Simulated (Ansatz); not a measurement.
# Na2LiBF6: complex band structure, part 2 of 2

Aim: relax a made-up compound, Na2LiBF6, and see how good a tunnel barrier it would be. It is built by putting B for Ga, Na for Rb in the Rb2LiGaF6 structure of space group Fm-3m, with the volume rescaled by atomic radii. The parent structure comes from the Materials Project.

Ansatz 0.2.0; PBE DFT, plane waves, PAW files (the session's first sound run).

So far, gap on path (eV): step 3 (band edges) 7.04.

The structure was built from a prototype and need not be the compound's stable phase.

## (4) Complex bands, plane (001)

This step: PBE DFT, plane waves, PAW files; complex bands by layer matching along the plane's normal (Ansatz 0.2.0).

The same crystal is laid in a cell whose first two vectors span the (001) plane (indices of the standard conventional cell, whose axes can be ordered otherwise than in the bulk input). At fixed energy and wavevector in the plane the solver finds all kz, real and complex. A few wavevectors are listed, (0, 0) and (0.5, 0) in units of the plane's reciprocal vectors; the slowest state needn't be among them.

File input.yaml:

```yaml
crystal:
  lattice:
    - [5.161958137, 0.0, 0.0]
    - [0.0, 5.161958137, 0.0]
    - [2.580979069, 2.580979069, 3.650055603]
  atoms:
    - { symbol: Na, position: [0.25, 0.75, 0.5] }
    - { symbol: Na, position: [0.75, 0.25, 0.5] }
    - { symbol: Li, position: [0.5, 0.5, 0.0] }
    - { symbol: B, position: [0.0, 0.0, 0.0] }
    - { symbol: F, position: [0.775588276, 0.775588276, 0.448823448] }
    - { symbol: F, position: [0.775588276, 0.224411724, 0.0] }
    - { symbol: F, position: [0.224411724, 0.224411724, 0.551176552] }
    - { symbol: F, position: [0.224411724, 0.224411724, 0.0] }
    - { symbol: F, position: [0.775588276, 0.775588276, 0.0] }
    - { symbol: F, position: [0.224411724, 0.775588276, 0.0] }
kpoints:
  mp_grid: { grid: [6, 6, 6] }
scf:
  occupations: { method: fixed }
hamiltonian:
  xc: pbe
output:
  eigenvalues: true
  transmission:
    leads: [[0, 0]]
    kpoints: [[0.0, 0.0], [0.5, 0.0]]
    e_range: [-1.0, 8.04]
    de: 0.18
```

Started as:

```sh
$ ansatz run input.yaml --threads 2 --pin off --max-ram 4096MiB --backend cpu --events-out ev --progress --plain --runs-dir out
```

Numbers of over 12 decimals in the logs are rounded to 6 here.

Output:

```text
[...]
Crystal: 10 atoms, lattice volume = 97.259 Å³
Basis set: ecut = 420 eV, 1917 PW (Γ)
Bands: 43, of which v1, the nominal top of the filled ones, is band 33 counted from 1 (32 counted from 0)
Symmetry: 48 space group operations
[...]
k-points: 16 of 216
[...]
SCF iter   1: F=—  HF=-8192.864355 eV  |F-HF|=—  |Δ(HF+E_count)|=         —  Δρ=1.63e-3  dr2=1.80e-3  ethr=1.77e-3  ⟨swp⟩=4.8  Hψ=2532  notcnv=0  defer=124
[...]
SCF iter   6: F=-8192.864529 eV  HF=-8192.864529 eV  |F-HF|=5.17e-9  |Δ(HF+E_count)|=   4.94e-8  Δρ=5.41e-6  dr2=2.39e-8  ethr=1.52e-10  ⟨swp⟩=8.5  Hψ=2421  notcnv=0
SCF 1 converged in 6 iterations: F = -8192.864529 eV  dr2 = 2.39e-8
[...]
transmission: 6 of 12 steps passed
transmission: 12 of 12 steps passed
SCF converged after 6 iterations
Free energy (F): -8192.864529 eV
[...]
Internal energy: -8192.864529 eV  (E = F + TS)
E sigma→0 (E₀):  -8192.864529 eV
Fermi energy:    2.300101 eV
[...]
--- Band table (eV; the first three rows and the last of 16) ---
  k-point 0: bands = [... 29 lower, 1.4918, 2.3001, 2.3001, 2.3001, 9.3435, 12.9729, 13.4788, 13.4788, ... 6 higher]
  k-point 1: bands = [... 29 lower, 1.4448, 2.1387, 2.1387, 2.2965, 9.8401, 13.1169, 13.6033, 13.6033, ... 6 higher]
  k-point 2: bands = [... 29 lower, 1.4106, 1.7770, 1.7770, 2.2891, 11.0905, 13.4195, 13.8267, 13.8267, ... 6 higher]
  k-point 15: bands = [... 29 lower, 1.3665, 1.6764, 1.9886, 2.0036, 12.2197, 12.6699, 13.5130, 13.9852, ... 6 higher]
--- Transmission ---
  basis      : 241 plane waves across, 6 finite elements along
  points     : 2, as listed
  energies   : 51 from -1.000000 to 8.000000 eV about the Fermi level, 0.180000 eV apart; the leads are filled to 3.521691 eV, and channels, transmission and decay are at 3.500000 eV
  crystal 0  : Li1B1F6Na2, at the sites [0, 0], period 3.6501 Å: whole cells are its period
    offset         : up to 0.0000 Å between an atom of the period and one for which it stands
    channels       : 0.000000e0 a spin
    conductance    : none, the energies end too early or step too widely for 300 K: set another output.transmission.e_range or a lower de, or, where they end at an eighth of basis.ecutwfc, a higher one
    slowest decay  : 0.5905 /Å at (0.0000, 0.0000)
```

Elapsed: 43 s, on 2 threads of Intel Xeon Platinum 8259CL at 2.50GHz (Skylake/Cascade Lake), shared host; peak memory 0.74 GiB.

This step gave:

* level to which the leads are filled: 3.522 eV from the Fermi level
* decay constant at the filling level, zone centre: 0.5905 Å⁻¹
* decay constant at the filling level, slowest listed point: 0.5905 Å⁻¹

K parallel (0, 0); values up to 1.5 1/Å, a degenerate pair printed once or twice; energies at which all values exceed this have no row. Table of Im kz of the slowest decaying states by energy, zero at the highest filled level on the SCF mesh:

```csv
energy (eV),decay 1 (Å⁻¹),decay 2 (Å⁻¹),decay 3 (Å⁻¹),decay 4 (Å⁻¹)
-1.000,0.107,0.116,0.233,0.289
-0.460,0.296,0.381,0.471,0.612
0.080,0.194,0.437,0.466,0.660
0.440,0.433,0.491,0.509,0.740
0.980,0.544,0.559,0.611,0.827
1.520,0.578,0.593,0.728,0.889
2.060,0.598,0.617,0.816,0.933
2.420,0.604,0.630,0.865,0.949
2.960,0.602,0.645,0.931,0.964
3.500,0.590,0.655,0.972,0.986
4.040,0.569,0.661,0.976,1.01
4.580,0.536,0.662,0.976,1.03
4.940,0.508,0.661,0.975,1.04
5.480,0.453,0.656,0.969,1.03
6.020,0.379,0.648,0.961,1.01
6.560,0.268,0.635,0.949,0.984
6.920,0.138,0.624,0.940,0.966
7.460,0.603,0.924,0.934,0.942
8.000,0.578,0.895,0.906,0.909
```

K parallel (0.5, 0); values up to 1.5 1/Å, a degenerate pair printed once or twice; energies at which all values exceed this have no row. Table of Im kz of the slowest decaying states by energy, zero at the highest filled level on the SCF mesh:

```
energy (eV)  decay 1 (Å⁻¹)  decay 2 (Å⁻¹)  decay 3 (Å⁻¹)  decay 4 (Å⁻¹)
      -1.00          0.284          0.914           1.13           1.43
      -0.64          0.211          0.251          0.262          0.863
      -0.28          0.126          0.156          0.375          0.721
       0.08          0.469          0.714           1.28           1.35
       0.44          0.572          0.819           1.30           1.32
       0.80          0.650          0.889           1.29           1.32
       1.16          0.714          0.936          0.950           1.25
       1.52          0.770          0.987           1.21           1.35
       1.88          0.824           1.02           1.16           1.36
       2.24          0.840          0.931           1.06           1.09
       2.60          0.853           1.02           1.09           1.37
       2.96          0.869           1.03           1.11           1.38
       3.32          0.884           1.04           1.14           1.38
       3.68          0.898           1.04           1.17           1.38
       4.04          0.910           1.05           1.19           1.38
       4.40          0.920           1.06           1.22           1.38
       4.76          0.930           1.07           1.26           1.38
       5.12          0.939           1.12           1.32           1.40
       5.48          0.949          0.989           1.35           1.35
       5.84          0.930          0.963           1.12           1.26
       6.20          0.878           1.00           1.20           1.30
       6.56          0.826          0.977           1.16           1.30
       6.92          0.769          0.954           1.13           1.30
       7.28          0.706          0.933           1.10           1.32
       7.64          0.632          0.913           1.07           1.32
       8.00          0.543          0.893           1.04           1.31
```

At the listed wavevectors the last open channel is at -0.10 eV and the next at +7.10 eV on the grid. At +3.50 eV, the grid energy nearest the filling level (the middle of the gap on the SCF mesh), the slowest state at the listed wavevectors decays with κ = 0.591 Å⁻¹, its amplitude falling by e over 1.7 Å. Through 1 nm of this crystal that state's transmission falls by exp(−2 × 0.591 Å⁻¹ × 10 Å) = 7.4e-6.

## (5) Decay over the two-dimensional zone

The listed points could miss the slowest state, so one energy near mid-gap is solved on a mesh of 10×10.

Changes to input.yaml since step 4:

```diff
@@ -24,6 +24,2 @@
   eigenvalues: true
-  transmission:
-    leads: [[0, 0]]
-    kpoints: [[0.0, 0.0], [0.5, 0.0]]
-    e_range: [-1.0, 8.04]
-    de: 0.18
+  transmission: { leads: [[0, 0]], kmesh: [10, 10], e_range: [3.52, 3.53], de: 0.05 }
```

Output:

```text
[...]
Crystal: 10 atoms, lattice volume = 97.259 Å³
Basis set: ecut = 420 eV, 1917 PW (Γ)
Bands: 43, of which v1, the nominal top of the filled ones, is band 33 counted from 1 (32 counted from 0)
Symmetry: 48 space group operations
[...]
k-points: 16 of 216
[...]
SCF iter   1: F=—  HF=-8192.864355 eV  |F-HF|=—  |Δ(HF+E_count)|=         —  Δρ=1.63e-3  dr2=1.80e-3  ethr=1.77e-3  ⟨swp⟩=4.8  Hψ=2532  notcnv=0  defer=124
[...]
SCF iter   6: F=-8192.864529 eV  HF=-8192.864529 eV  |F-HF|=5.17e-9  |Δ(HF+E_count)|=   4.94e-8  Δρ=5.41e-6  dr2=2.39e-8  ethr=1.52e-10  ⟨swp⟩=8.5  Hψ=2421  notcnv=0
SCF 1 converged in 6 iterations: F = -8192.864529 eV  dr2 = 2.39e-8
[...]
transmission: 20 of 105 steps passed
transmission: 40 of 105 steps passed
[...]
transmission: 105 of 105 steps passed
SCF converged after 6 iterations
Free energy (F): -8192.864529 eV
[...]
Internal energy: -8192.864529 eV  (E = F + TS)
E sigma→0 (E₀):  -8192.864529 eV
Fermi energy:    2.300101 eV
[...]
--- Band table (eV; the first three rows and the last of 16) ---
  k-point 0: bands = [... 29 lower, 1.4918, 2.3001, 2.3001, 2.3001, 9.3435, 12.9729, 13.4788, 13.4788, ... 6 higher]
  k-point 1: bands = [... 29 lower, 1.4448, 2.1387, 2.1387, 2.2965, 9.8401, 13.1169, 13.6033, 13.6033, ... 6 higher]
  k-point 2: bands = [... 29 lower, 1.4106, 1.7770, 1.7770, 2.2891, 11.0905, 13.4195, 13.8267, 13.8267, ... 6 higher]
  k-point 15: bands = [... 29 lower, 1.3665, 1.6764, 1.9886, 2.0036, 12.2197, 12.6699, 13.5130, 13.9852, ... 6 higher]
--- Transmission ---
  basis      : 241 plane waves across, 5 finite elements along
  points     : 21, standing for a mesh of 10 x 10
  energies   : 1 from 3.520000 to 3.520000 eV about the Fermi level; the leads are filled to 3.521691 eV, and channels, transmission and decay are at 3.520000 eV
[...]
channels       : 0.000000e0 a spin
    conductance    : none, crystal 0 has no channel at the energies, or these end too early or step too widely for 300 K: set another output.transmission.e_range or a lower de, or, where they end at an eighth of basis.ecutwfc, a higher one
    slowest decay  : 0.5899 /Å at (0.0000, 0.0000)
```

Run time: 21 s. Hardware: 2 threads; peak memory 0.75 GiB; 41 s of CPU time.

Numbers from this step:

| Item | Value |
| --- | --- |
| least decay constant on the mesh | 0.5899 Å⁻¹ |

Slowest decay constant (1/Å; 0 where a channel is open) over k1 and k2. At 3.5200 eV from the Fermi level.

Values, 10 rows by 10 columns:
```
0.860 0.837 0.860 0.924 0.921 0.879 0.921 0.924 0.860 0.837
0.942 0.860 0.821 0.820 0.820 0.829 0.820 0.820 0.821 0.860
0.974 0.924 0.820 0.750 0.700 0.682 0.700 0.750 0.820 0.924
0.991 0.921 0.820 0.700 0.632 0.611 0.632 0.700 0.820 0.921
0.892 0.879 0.829 0.682 0.611 0.590 0.611 0.682 0.829 0.879
0.991 0.921 0.820 0.700 0.632 0.611 0.632 0.700 0.820 0.921
0.974 0.924 0.820 0.750 0.700 0.682 0.700 0.750 0.820 0.924
0.942 0.860 0.821 0.820 0.820 0.829 0.820 0.820 0.821 0.860
0.860 0.837 0.860 0.924 0.921 0.879 0.921 0.924 0.860 0.837
0.837 0.860 0.942 0.974 0.991 0.892 0.991 0.974 0.942 0.860
```
Columns: k1 (b1) from -0.5 to 0.4; rows upwards: k2 (b2) from -0.5 to 0.4.

The least value on the mesh is 0.590 Å⁻¹ at +3.52 eV. At that energy the listed points give about 0.590 Å⁻¹ by interpolation, so the mesh holds no clearly slower state.

## (6) Complex bands, plane (111)

The same for the (111) plane, at (0, 0) and (0.5, 0), to see how the decay depends on direction.

File input.yaml:

```yaml
crystal:
  lattice:
    - [5.161958137, 0.0, 0.0]
    - [2.580979069, 4.47038688, 0.0]
    - [2.580979069, 1.49012896, 4.21472117]
  atoms:
    - { symbol: Na, position: [0.75, 0.75, 0.75] }
    - { symbol: Na, position: [0.25, 0.25, 0.25] }
    - { symbol: Li, position: [0.5, 0.5, 0.5] }
    - { symbol: B, position: [0.0, 0.0, 0.0] }
    - { symbol: F, position: [0.775588276, 0.224411724, 0.224411724] }
    - { symbol: F, position: [0.224411724, 0.224411724, 0.775588276] }
    - { symbol: F, position: [0.224411724, 0.775588276, 0.775588276] }
    - { symbol: F, position: [0.224411724, 0.775588276, 0.224411724] }
    - { symbol: F, position: [0.775588276, 0.224411724, 0.775588276] }
    - { symbol: F, position: [0.775588276, 0.775588276, 0.224411724] }
kpoints:
  mp_grid: { grid: [6, 6, 6] }
scf:
  occupations: { method: fixed }
hamiltonian:
  xc: pbe
output:
  eigenvalues: true
  transmission:
    leads: [[0, 0]]
    kpoints: [[0.0, 0.0], [0.5, 0.0]]
    e_range: [-1.0, 8.04]
    de: 0.23
```

Output:

```text
[...]
Crystal: 10 atoms, lattice volume = 97.259 Å³
Basis set: ecut = 420 eV, 1917 PW (Γ)
Bands: 43, of which v1, the nominal top of the filled ones, is band 33 counted from 1 (32 counted from 0)
Symmetry: 48 space group operations
[...]
k-points: 16 of 216
[...]
SCF iter   1: F=—  HF=-8192.864347 eV  |F-HF|=—  |Δ(HF+E_count)|=         —  Δρ=1.63e-3  dr2=1.80e-3  ethr=1.77e-3  ⟨swp⟩=4.8  Hψ=2528  notcnv=0  defer=125
[...]
SCF iter   6: F=-8192.864531 eV  HF=-8192.864531 eV  |F-HF|=4.87e-9  |Δ(HF+E_count)|=   5.13e-8  Δρ=5.24e-6  dr2=2.24e-8  ethr=1.52e-10  ⟨swp⟩=8.4  Hψ=2407  notcnv=0
SCF 1 converged in 6 iterations: F = -8192.864531 eV  dr2 = 2.24e-8
[...]
transmission: 6 of 12 steps passed
transmission: 12 of 12 steps passed
SCF converged after 6 iterations
Free energy (F): -8192.864531 eV
[...]
Internal energy: -8192.864531 eV  (E = F + TS)
E sigma→0 (E₀):  -8192.864531 eV
Fermi energy:    2.300100 eV
[...]
--- Band table (eV; the first three rows and the last of 16) ---
  k-point 0: bands = [... 29 lower, 1.4918, 2.3001, 2.3001, 2.3001, 9.3435, 12.9729, 13.4788, 13.4788, ... 6 higher]
  k-point 1: bands = [... 29 lower, 1.4861, 2.2102, 2.2102, 2.2511, 9.7148, 13.0544, 13.4083, 13.7884, ... 6 higher]
  k-point 2: bands = [... 29 lower, 1.5079, 2.0571, 2.0571, 2.1357, 10.6271, 12.7848, 13.4579, 14.2600, ... 6 higher]
  k-point 15: bands = [... 29 lower, 1.3171, 1.5706, 1.8032, 2.1437, 12.7873, 12.7899, 13.3482, 13.6484, ... 6 higher]
--- Transmission ---
  basis      : 199 plane waves across, 6 finite elements along
  points     : 2, as listed
[...]
crystal 0  : Na2F6B1Li1, at the sites [0, 0], period 4.2147 Å: whole cells are its period
[...]
channels       : 0.000000e0 a spin
[...]
slowest decay  : 0.5543 /Å at (0.0000, 0.0000)
```

The job ended after 17 s (2 threads; peak memory 0.71 GiB; 34 s of CPU time).

Numbers from this step:

```yaml
decay_constant_at_the_filling_level_zone_centre: 0.5543 Å⁻¹
decay_constant_at_the_filling_level_slowest_listed_point: 0.5543 Å⁻¹
```

K parallel (0, 0); values up to 1.5 1/Å, a degenerate pair printed once or twice; energies at which all values exceed this have no row. Table of Im kz of the slowest decaying states by energy, zero at the highest filled level on the SCF mesh:

| energy (eV) | decay 1 (Å⁻¹) | decay 2 (Å⁻¹) | decay 3 (Å⁻¹) | decay 4 (Å⁻¹) |
| --- | --- | --- | --- | --- |
| -1.00 | 0.0809 | 0.323 | 0.715 | 1.04 |
| -0.54 | 0.233 | 0.299 | 0.386 | 0.393 |
| -0.31 | 0.204 | 0.307 | 0.479 | 0.823 |
| -0.08 | 0.360 | 0.544 | 0.962 | 1.08 |
| 0.15 | 0.272 | 0.400 | 0.401 | 0.596 |
| 0.38 | 0.390 | 0.434 | 0.597 | 0.640 |
| 0.84 | 0.484 | 0.506 | 0.711 | 0.811 |
| 1.07 | 0.503 | 0.542 | 0.741 | 0.883 |
| 1.53 | 0.531 | 0.597 | 0.791 | 0.994 |
| 1.76 | 0.542 | 0.618 | 0.812 | 1.04 |
| 2.22 | 0.556 | 0.651 | 0.850 | 1.09 |
| 2.68 | 0.562 | 0.677 | 0.881 | 1.08 |
| 2.91 | 0.563 | 0.686 | 0.894 | 1.07 |
| 3.37 | 0.559 | 0.702 | 0.918 | 1.06 |
| 3.60 | 0.554 | 0.708 | 0.929 | 1.06 |
| 4.06 | 0.540 | 0.717 | 0.947 | 1.04 |
| 4.29 | 0.530 | 0.719 | 0.956 | 1.04 |
| 4.75 | 0.503 | 0.722 | 0.970 | 1.02 |
| 5.21 | 0.467 | 0.720 | 0.982 | 1.00 |
| 5.44 | 0.445 | 0.718 | 0.987 | 0.991 |
| 5.90 | 0.389 | 0.711 | 0.969 | 0.996 |
| 6.13 | 0.354 | 0.707 | 0.958 | 1.00 |
| 6.59 | 0.258 | 0.694 | 0.932 | 1.01 |
| 6.82 | 0.184 | 0.687 | 0.918 | 1.01 |
| 7.28 | 0.668 | 0.888 | 1.01 | 1.37 |
| 7.51 | 0.658 | 0.871 | 1.02 | 1.35 |
| 7.97 | 0.633 | 0.835 | 1.02 | 1.32 |

K parallel (0.5, 0); values up to 1.5 1/Å, a degenerate pair printed once or twice; energies at which all values exceed this have no row. The Im kz of the slowest decaying states by energy, zero at the highest filled level on the SCF mesh:

```csv
energy (eV),decay 1 (Å⁻¹),decay 2 (Å⁻¹),decay 3 (Å⁻¹),decay 4 (Å⁻¹)
-1.00,0.263,0.341,0.447,0.566
-0.54,0.251,0.328,0.362,0.370
-0.31,0.0164,0.0170,0.343,0.451
-0.08,0.304,0.321,0.408,0.518
0.15,0.338,0.403,0.459,0.466
0.38,0.469,0.474,0.500,0.563
0.84,0.561,0.610,0.692,0.697
1.07,0.590,0.654,0.723,0.749
1.53,0.637,0.719,0.774,0.832
1.76,0.655,0.745,0.797,0.861
2.22,0.685,0.786,0.835,0.904
2.68,0.708,0.817,0.868,0.937
2.91,0.717,0.830,0.882,0.952
3.37,0.730,0.851,0.908,0.979
3.60,0.735,0.860,0.919,0.991
4.06,0.741,0.873,0.940,1.01
4.29,0.742,0.878,0.950,1.02
4.75,0.741,0.885,0.968,1.04
5.21,0.735,0.887,0.986,1.05
5.44,0.730,0.887,0.995,1.06
5.90,0.716,0.884,1.01,1.07
6.13,0.707,0.881,1.02,1.08
6.59,0.684,0.871,1.05,1.09
6.82,0.669,0.865,1.06,1.10
7.28,0.631,0.849,1.09,1.10
7.51,0.607,0.839,1.08,1.11
7.97,0.546,0.815,1.02,1.13
```

At the listed wavevectors the last open channel is at -0.08 eV and the next at +7.05 eV on the grid. At +3.60 eV, the grid energy nearest the filling level (the middle of the gap on the SCF mesh), the slowest state at the listed wavevectors decays with κ = 0.554 Å⁻¹, its amplitude falling by e over 1.8 Å; the first such run, plane (001), gave 0.591 Å⁻¹.

## (7) What came out

| Property | Result |
| --- | --- |
| band gap | 7.04 eV |
| least decay constant at mid-gap, normal to (001) | 0.591 Å⁻¹ |
| least decay constant at mid-gap, normal to (111) | 0.554 Å⁻¹ |
| least decay constant on a mesh, normal to (001) | 0.590 Å⁻¹ |

With PBE, the slowest decay at the wavevectors tried is κ = 0.554 Å⁻¹, normal to (111). Through such a film the transmission near mid-gap falls as exp(−2κd), a factor of ten every 2.1 Å. The directions tried decay at nearly the same rate. A free electron under a barrier of half the gap would need a mass of 0.33 mₑ to decay at this rate. The compound is made up by substitution; its stability against other phases and against distortions of the cell's symmetry was not tested. A semilocal functional narrows gaps, so real decay constants are likely larger.

[Logs are printed without paths, hosts, clocks, repeated set-up lines and the standing remarks that a program may print on its own settings, such as how far it seeks lower states.]

[Hosts, paths, dates, database ids (printed as entryN), source tags and the programs' standing remarks are cut or masked in the printed files.]
